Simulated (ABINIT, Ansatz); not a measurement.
# LiCl (Fm-3m): one start, several treatments of the self-energy

Wanted: the gap of LiCl (Fm-3m) under several approximations, with cost.

Program: ABINIT 10.8.3. Level of theory: PBE and many-body steps on it, plane waves. Results are calculated unless marked as measured.

### 1. The starting structure

It takes space group Fm-3m (No. 225, cubic). Conventional cell: a = 5.143 Å, b = 5.143 Å, c = 5.143 Å, α = 90.00°, β = 90.00°, γ = 90.00°. Nearest to Li lie 6 Cl at 2.57 Å. Nearest to Cl lie 6 Li at 2.57 Å. Farther neighbours and most contacts between anions are not listed.

Structure file:

```cif
data_structure
_symmetry_space_group_name_H-M 'P 1'
_symmetry_Int_Tables_number 1
_cell_length_a 3.6367
_cell_length_b 3.6367
_cell_length_c 3.6367
_cell_angle_alpha 60.000
_cell_angle_beta 60.000
_cell_angle_gamma 60.000
_cell_volume 34.01
loop_
_atom_site_label
_atom_site_type_symbol
_atom_site_fract_x
_atom_site_fract_y
_atom_site_fract_z
_atom_site_occupancy
Li1 Li 0.00000 0.00000 0.00000 1
Cl2 Cl 0.50000 0.50000 0.50000 1
```

The cell and positions come from the Crystallography Open Database and are kept as given unless a step says otherwise.

### 2. Empty states on the mesh, 6×6×6 mesh, 630 bands

This step: ABINIT 10.8.3; DFT, PBE, plane waves, norm-conserving pseudopotentials.

The sums over transitions need many empty states on a uniform mesh; this step solves for them.

run.abi

```
acell 3*1.0 Angstrom
rprim 
  0.000000000000 2.571500000000 2.571500000000
  2.571500000000 0.000000000000 2.571500000000
  2.571500000000 2.571500000000 -0.000000000000
ntypat 2
znucl 3 17
natom 2
typat 1 2
xred 
  0.000000000000 0.000000000000 0.000000000000
  0.500000000000 0.500000000000 0.500000000000
pp_dirpath "pseudos"
pseudos "Li.upf, Cl.upf"
ecut 33
ngkpt 6 6 6
nshiftk 1
shiftk 0 0 0
kptopt 1
chksymbreak 0
irdden 1
istwfk *1
nband 630
prtvol 0
optdriver 6
gwr_task "HDIAGO"
paral_kgb 0
occopt 1
indata_prefix "in"
outdata_prefix "out"
tmpdata_prefix "tmp"
```

On the command line:

```
> OMP_NUM_THREADS=1 mpirun -n 4 abinit run.abi > log
```

Log:

```text
.Version 10.8.3 of ABINIT. v10.8.2 released Aug 2026.

 Symmetries : space group Fm -3 m (#225); Bravais cF (face-center cubic)
[... echo of the input left out ...]
== DATASET  1 ==================================================================
-   mpi_nproc: 4, omp_nthreads: 1 (-1 if OMP is not activated)

--- !DatasetInfo
iteration_state: {dtset: 1, }
dimensions: {natom: 2, nkpt: 16, mband: 630, nsppol: 1, nspinor: 1, nspden: 1, mpw: 2092, }
cutoff_energies: {ecut:  33.0, pawecutdg:  -1.0, }
[...]
Direct band gap semiconductor
 Fundamental gap:     6.285 (eV)
   VBM:     0.193 (eV) at k: [ 0.0000E+00,  0.0000E+00,  0.0000E+00]
   CBM:     6.477 (eV) at k: [ 0.0000E+00,  0.0000E+00,  0.0000E+00]
 Direct gap:         6.285 (eV) at k: [ 0.0000E+00,  0.0000E+00,  0.0000E+00]

== END DATASET(S) ==============================================================
================================================================================

 -outvars: echo values of variables after computation  --------
           etotal      0.0000000000E+00
            nband         630
             nkpt          16
          spgroup         225
 [... the other variables as echoed above ...]

 Calculation completed.
```

Run time: 26 s. Hardware: 4 MPI ranks of Intel Xeon Platinum 8375C at 2.90GHz (Ice Lake), shared host; peak memory 1.3 GiB; 1.7 min of CPU time.

Numbers from this step:

| Quantity | Value |
| --- | --- |
| gap | 6.285 eV |
| k of the valence top | 0, 0, 0 |
| k of the conduction bottom | 0, 0, 0 |
| least direct gap | 6.285 eV |
| k points computed | 16 |
| lowest point of the top converged band, above the valence top | 388.3054 eV |

On this mesh the gap is 6.285 eV.

The density comes from a self-consistent run that is not shown.

### 3. Screening, 6×6×6 mesh, 256 bands, screening to 283 eV

The RPA dielectric matrix is built and inverted for each q.

This step: RPA screening on PBE, plane waves, norm-conserving pseudopotentials.

run.abi, as its differences from that of step 2:

```diff
@@ -20,10 +20,11 @@
 chksymbreak 0
-irdden 1
 istwfk *1
-nband 630
-prtvol 0
-optdriver 6
-gwr_task "HDIAGO"
-paral_kgb 0
 occopt 1
+irdwfk 1
+optdriver 3
+nband 256
+ecuteps 10.4
+inclvkb 2
+awtr 1
+symchi 1
 indata_prefix "in"
```

Log:

```text
.Version 10.8.3 of ABINIT. v10.8.2 released Aug 2026.

 Symmetries : space group Fm -3 m (#225); Bravais cF (face-center cubic)
[... echo of the input left out ...]
== DATASET  1 ==================================================================
-   mpi_nproc: 4, omp_nthreads: 1 (-1 if OMP is not activated)

--- !DatasetInfo
iteration_state: {dtset: 1, }
dimensions: {natom: 2, nkpt: 16, mband: 256, nsppol: 1, nspinor: 1, nspden: 1, mpw: 2092, }
cutoff_energies: {ecut:  33.0, pawecutdg:  -1.0, }
electrons: {nelect:   1.00000000E+01, charge:   0.00000000E+00, occopt:   1.00000000E+00, tsmear:   1.00000000E-02, }

 SCREENING: Calculation of the susceptibility and dielectric matrices

 Based on a program developped by R.W. Godby, V. Olevano, G. Onida, and L. Reining.
 Incorporated in ABINIT by V. Olevano, G.-M. Rignanese, and M. Torrent.
.Using double precision arithmetic ; gwpc =  8

[... cell and pseudopotentials left out ...]
--------------------------------------------------------------------------------

 ==== K-mesh for the wavefunctions ====
 Number of points in the irreducible wedge :    16
[... list of points left out ...]
 Together with 48 symmetry operations and time-reversal symmetry
 yields   216 points in the full Brillouin Zone.

 ==== Q-mesh for the screening function ====
 Number of points in the irreducible wedge :    16
[... list of points left out ...]
 Together with 48 symmetry operations and time-reversal symmetry
 yields   216 points in the full Brillouin Zone.

 setmesh: FFT mesh size selected  =    27x   27x   27
          total number of points  =        19683

 vcoul_init : cutoff-mode = AUXILIARY_FUNCTION
 q-points for optical limit:   1
     1)      0.000010    0.000020    0.000030

- screening: taking advantage of time-reversal symmetry
- Maximum band index for partially occupied states nbvw = 5
- Remaining bands to be divided among processors   nbcw = 251
- Number of bands treated by each node ~62

 Number of electrons calculated from density =   10.0000; Expected =   10.0000
 average of density, n =  0.043573
 r_s =    1.7629
 omega_plasma =   20.1355 [eV]

 calculating chi0 at frequencies [eV] :
  1    0.000000E+00    0.000000E+00
  2    0.000000E+00    2.013550E+01

--------------------------------------------------------------------------------
  q-point number  1        q = ( 0.000000, 0.000000, 0.000000) [r.l.u.]
--------------------------------------------------------------------------------
[... chi0 elements left out ...]
 For q-point:  0.000010 0.000020 0.000030
  dielectric constant =   2.7540
  dielectric constant without local fields =   3.2521

  Average fulfillment of the sum rule on Im[epsilon] for q-point    1 :     91.76  [%]
[... wings left out ...]
  q-point number  2        q = ( 0.166667, 0.000000, 0.000000) [r.l.u.]
--------------------------------------------------------------------------------
[... chi0 elements left out ...]
  Average fulfillment of the sum rule on Im[epsilon] for q-point    2 :     93.83  [%]

 [... 14 further q-points ...]
```

Run time: 3.1 min. Hardware: 4 MPI ranks; peak memory 2 GiB.

This step gave:

```yaml
eps_infinity_with_local_fields_on_this_mesh_along_the_program_s_q_direction: 2.754
the_same_without_local_fields: 3.252
plasma_frequency: 20.14 eV
plane_waves_in_the_screening_matrix: 339
```

Local fields lower ε∞ by 15 %.

### 4. G0W0, Godby-Needs plasmon pole

The self-energy is evaluated for the states that the input lists, and the levels follow from it, in one-shot runs by the linearised quasiparticle equation.

This step: G0W0 on PBE, plane waves, norm-conserving pseudopotentials.

run.abi, as its differences from that of step 3:

```diff
@@ -23,8 +23,15 @@
 irdwfk 1
-optdriver 3
+optdriver 4
 nband 256
+gwcalctyp 0
+ecutsigx 33
+symsigma 1
+nkptgw 1
+kptgw 
+  0.0000000000 0.0000000000 0.0000000000
+bdgw 
+  3 9
 ecuteps 10.4
-inclvkb 2
-awtr 1
-symchi 1
+irdscr 1
+ppmodel 1
 indata_prefix "in"
```

Log:

```text
.Version 10.8.3 of ABINIT. v10.8.2 released Aug 2026.

 Symmetries : space group Fm -3 m (#225); Bravais cF (face-center cubic)
[... echo of the input left out ...]
== DATASET  1 ==================================================================
-   mpi_nproc: 4, omp_nthreads: 1 (-1 if OMP is not activated)

--- !DatasetInfo
iteration_state: {dtset: 1, }
dimensions: {natom: 2, nkpt: 16, mband: 256, nsppol: 1, nspinor: 1, nspden: 1, mpw: 2092, }
cutoff_energies: {ecut:  33.0, pawecutdg:  -1.0, }
electrons: {nelect:   1.00000000E+01, charge:   0.00000000E+00, occopt:   1.00000000E+00, tsmear:   1.00000000E-02, }

 SIGMA: Calculation of the GW corrections

 Based on a program developped by R.W. Godby, V. Olevano, G. Onida, and L. Reining.
 Incorporated in ABINIT by V. Olevano, G.-M. Rignanese, and M. Torrent.
.Using double precision arithmetic ; gwpc =  8

[... cell and pseudopotentials left out ...]
--------------------------------------------------------------------------------

 ==== K-mesh for the wavefunctions ====
 Number of points in the irreducible wedge :    16
[... list of points left out ...]
 Together with 48 symmetry operations and time-reversal symmetry
 yields   216 points in the full Brillouin Zone.

 ==== Q-mesh for screening function ====
 Number of points in the irreducible wedge :    16
[... list of points left out ...]
 Together with 48 symmetry operations and time-reversal symmetry
 yields   216 points in the full Brillouin Zone.

 vcoul_init : cutoff-mode = AUXILIARY_FUNCTION
 q-points for optical limit:   1
     1)      0.000010    0.000020    0.000030
 setmesh: FFT mesh size selected  =    36x   36x   36
          total number of points  =        46656

 Number of electrons calculated from density =   10.0000; Expected =   10.0000
 average of density, n =  0.043573
 r_s =    1.7629
 omega_plasma =   20.1355 [eV]

 === KS Band Gaps ===
  >>>> For spin  1
   Minimum direct gap =   6.2845 [eV], located at k-point      :   0.0000  0.0000  0.0000
   Fundamental gap    =   6.2845 [eV], Top of valence bands at :   0.0000  0.0000  0.0000
                                       Bottom of conduction at :   0.0000  0.0000  0.0000
 SIGMA fundamental parameters:
 PLASMON POLE MODEL  1
 number of plane-waves for SigmaX                 2085
 number of plane-waves for SigmaC and W            339
 number of plane-waves for wavefunctions          2085
 number of bands                                   256
 number of independent spin polarizations            1
 number of spinorial components                      1
 number of k-points in IBZ                          16
 number of q-points in IBZ                          16
 number of symmetry operations                      48
 number of k-points in BZ                          216
 number of q-points in BZ                          216
 number of frequencies for dSigma/dE                 9
 frequency step for dSigma/dE [eV]                0.25
 number of omega for Sigma on real axis              0
 max omega for Sigma on real axis  [eV]           0.00
 zcut for avoiding poles [eV]                     0.10

 EPSILON^-1 parameters (SCR file):
 dimension of the eps^-1 matrix on file            339
 dimension of the eps^-1 matrix used               339
 number of plane-waves for wavefunctions          2085
 number of bands                                   256
 number of q-points in IBZ                          16
 number of frequencies                               2
 number of real frequencies                          1
 number of imag frequencies                          1

 matrix elements of self-energy operator (all in [eV])

 Perturbative Calculation

--- !SelfEnergy_ee
iteration_state: {dtset: 1, }
kpoint     : [   0.000,    0.000,    0.000, ]
spin       : 1
KS_gap     :    6.285
QP_gap     :    9.030
Delta_QP_KS:    2.745
data: !SigmaeeData |
     Band     E0 <VxcDFT>   SigX SigC(E0)      Z dSigC/dE  Sig(E)    E-E0       E
        3   0.193 -14.693 -19.029   1.762   0.802  -0.247 -16.757  -2.064  -1.871
        4   0.193 -14.693 -19.029   1.762   0.802  -0.247 -16.757  -2.064  -1.871
        5   0.193 -14.693 -19.029   1.762   0.802  -0.247 -16.757  -2.064  -1.871
        6   6.477  -9.170  -4.732  -3.633   0.846  -0.181  -8.488   0.681   7.159
        7  11.985  -9.607  -4.365  -3.847   0.840  -0.191  -8.436   1.171  13.156
        8  11.985  -9.607  -4.365  -3.847   0.840  -0.191  -8.436   1.171  13.156
        9  11.985  -9.607  -4.365  -3.847   0.840  -0.191  -8.436   1.171  13.156

== END DATASET(S) ==============================================================
================================================================================

 -outvars: echo values of variables after computation  --------
           etotal      0.0000000000E+00
            nband         256
             nkpt          16
          spgroup         225
 [... the other variables as echoed above ...]

 Calculation completed.
```

It took 33 s on 4 MPI ranks; peak memory 2.1 GiB.

This step gave:

```
G0W0 gap on the points computed              : 9.03 eV
starting gap on the mesh                     : 6.285 eV
k of the valence top                         : 0, 0, 0
k of the conduction bottom                   : 0, 0, 0
Z at the valence top                         : 0.802
Z at the conduction bottom                   : 0.846
least direct G0W0 gap on the computed points : 9.03 eV
```

The gap on the mesh goes from 6.28 eV to 9.03 eV, a correction of +2.75 eV.

### 5. G0W0, Hybertsen-Louie plasmon pole

run.abi, as its differences from that of step 4:

```diff
@@ -35,3 +35,3 @@
 irdscr 1
-ppmodel 1
+ppmodel 2
 indata_prefix "in"
```

Log:

```text
.Version 10.8.3 of ABINIT. v10.8.2 released Aug 2026.

 Symmetries : space group Fm -3 m (#225); Bravais cF (face-center cubic)
[... echo of the input left out ...]
== DATASET  1 ==================================================================
-   mpi_nproc: 4, omp_nthreads: 1 (-1 if OMP is not activated)

--- !DatasetInfo
iteration_state: {dtset: 1, }
dimensions: {natom: 2, nkpt: 16, mband: 256, nsppol: 1, nspinor: 1, nspden: 1, mpw: 2092, }
cutoff_energies: {ecut:  33.0, pawecutdg:  -1.0, }
electrons: {nelect:   1.00000000E+01, charge:   0.00000000E+00, occopt:   1.00000000E+00, tsmear:   1.00000000E-02, }

 SIGMA: Calculation of the GW corrections

 Based on a program developped by R.W. Godby, V. Olevano, G. Onida, and L. Reining.
 Incorporated in ABINIT by V. Olevano, G.-M. Rignanese, and M. Torrent.
.Using double precision arithmetic ; gwpc =  8

[... cell and pseudopotentials left out ...]
--------------------------------------------------------------------------------

 ==== K-mesh for the wavefunctions ====
 Number of points in the irreducible wedge :    16
[... list of points left out ...]
 Together with 48 symmetry operations and time-reversal symmetry
 yields   216 points in the full Brillouin Zone.

 ==== Q-mesh for screening function ====
 Number of points in the irreducible wedge :    16
[... list of points left out ...]
 Together with 48 symmetry operations and time-reversal symmetry
 yields   216 points in the full Brillouin Zone.

 vcoul_init : cutoff-mode = AUXILIARY_FUNCTION
 q-points for optical limit:   1
     1)      0.000010    0.000020    0.000030
 setmesh: FFT mesh size selected  =    36x   36x   36
          total number of points  =        46656

 Number of electrons calculated from density =   10.0000; Expected =   10.0000
[...]
number of q-points in BZ                          216
 number of frequencies for dSigma/dE                 9
 frequency step for dSigma/dE [eV]                0.25
 number of omega for Sigma on real axis              0
 max omega for Sigma on real axis  [eV]           0.00
 zcut for avoiding poles [eV]                     0.10

 EPSILON^-1 parameters (SCR file):
 dimension of the eps^-1 matrix on file            339
 dimension of the eps^-1 matrix used               339
 number of plane-waves for wavefunctions          2085
 number of bands                                   256
 number of q-points in IBZ                          16
 number of frequencies                               2
 number of real frequencies                          1
 number of imag frequencies                          1

 matrix elements of self-energy operator (all in [eV])

 Perturbative Calculation

--- !SelfEnergy_ee
iteration_state: {dtset: 1, }
kpoint     : [   0.000,    0.000,    0.000, ]
spin       : 1
KS_gap     :    6.285
QP_gap     :    9.308
Delta_QP_KS:    3.024
data: !SigmaeeData |
     Band     E0 <VxcDFT>   SigX SigC(E0)      Z dSigC/dE  Sig(E)    E-E0       E
        3   0.193 -14.693 -19.029   1.277   0.836  -0.196 -17.251  -2.558  -2.365
        4   0.193 -14.693 -19.029   1.277   0.836  -0.196 -17.251  -2.558  -2.365
        5   0.193 -14.693 -19.029   1.277   0.836  -0.196 -17.251  -2.558  -2.365
        6   6.477  -9.170  -4.732  -3.905   0.874  -0.144  -8.704   0.466   6.943
        7  11.985  -9.607  -4.365  -4.110   0.871  -0.148  -8.621   0.985  12.970
        8  11.985  -9.607  -4.365  -4.110   0.871  -0.148  -8.621   0.985  12.970
        9  11.985  -9.607  -4.365  -4.110   0.871  -0.148  -8.621   0.985  12.970

== END DATASET(S) ==============================================================
================================================================================

 -outvars: echo values of variables after computation  --------
           etotal      0.0000000000E+00
            nband         256
             nkpt          16
          spgroup         225
 [... the other variables as echoed above ...]

 Calculation completed.
```

It took 33 s on 4 MPI ranks; peak memory 2 GiB.

This step gave:

* G0W0 gap on the points computed: 9.308 eV
* starting gap on the mesh: 6.285 eV
* k of the valence top: 0, 0, 0
* k of the conduction bottom: 0, 0, 0
* Z at the valence top: 0.836
* Z at the conduction bottom: 0.874
* least direct G0W0 gap on the computed points: 9.308 eV

Against G0W0 in ABINIT (6×6×6 mesh, 256 bands, screening to 283 eV, Godby-Needs plasmon pole), the gap moves by +0.278 eV.

### 6. G0W0, Engel-Farid plasmon pole

run.abi, as its differences from that of step 5:

```diff
@@ -35,3 +35,3 @@
 irdscr 1
-ppmodel 2
+ppmodel 4
 indata_prefix "in"
```

Log:

```text
.Version 10.8.3 of ABINIT. v10.8.2 released Aug 2026.

 Symmetries : space group Fm -3 m (#225); Bravais cF (face-center cubic)
[... echo of the input left out ...]
== DATASET  1 ==================================================================
-   mpi_nproc: 4, omp_nthreads: 1 (-1 if OMP is not activated)

--- !DatasetInfo
iteration_state: {dtset: 1, }
dimensions: {natom: 2, nkpt: 16, mband: 256, nsppol: 1, nspinor: 1, nspden: 1, mpw: 2092, }
cutoff_energies: {ecut:  33.0, pawecutdg:  -1.0, }
[...]
7  11.985  -9.607  -4.365  -4.026   0.851  -0.176  -8.573   1.034  13.019
        8  11.985  -9.607  -4.365  -4.026   0.851  -0.176  -8.573   1.034  13.019
        9  11.985  -9.607  -4.365  -4.026   0.851  -0.176  -8.573   1.034  13.019

== END DATASET(S) ==============================================================
================================================================================

 -outvars: echo values of variables after computation  --------
           etotal      0.0000000000E+00
            nband         256
             nkpt          16
          spgroup         225
 [... the other variables as echoed above ...]

 Calculation completed.
```

Wall time 17 s (4 MPI ranks); peak memory 1.8 GiB.

This step gave:

* G0W0 gap on the points computed: 9.226 eV
* starting gap on the mesh: 6.285 eV
* k of the valence top: 0, 0, 0
* k of the conduction bottom: 0, 0, 0
* least direct G0W0 gap on the computed points: 9.226 eV

Against G0W0 in ABINIT (6×6×6 mesh, 256 bands, screening to 283 eV, Godby-Needs plasmon pole), the gap moves by +0.196 eV.

(Continued in part 2 of 2.)

[Paths, hosts, dates, memory and timing lines, banners, echoed tables and standing remarks are left out of the program output.]

[Logs are printed without paths, hosts, clocks, repeated set-up lines and the standing remarks that a program may print on its own settings, such as how far it seeks lower states.]

[Runs of the session that timed out or met a known fault of the program may be left out.]

[No measured gap is set beside runs whose start may be inverted or whose files or cutoffs have a known fault.]

[Hosts, paths, dates, database ids (printed as entryN), source tags and the programs' standing remarks are cut or masked in the printed files.]

[G0W0 gaps are taken among the corrected bands and points alone; a level outside them can change the order at an edge.]

[Where Ansatz stands beside ABINIT at settings called matched, ABINIT's density can come from a denser mesh and the files from another edition; pairs whose starting gaps differed by over 0.03 eV were left out, so agreement reads better than it is.]
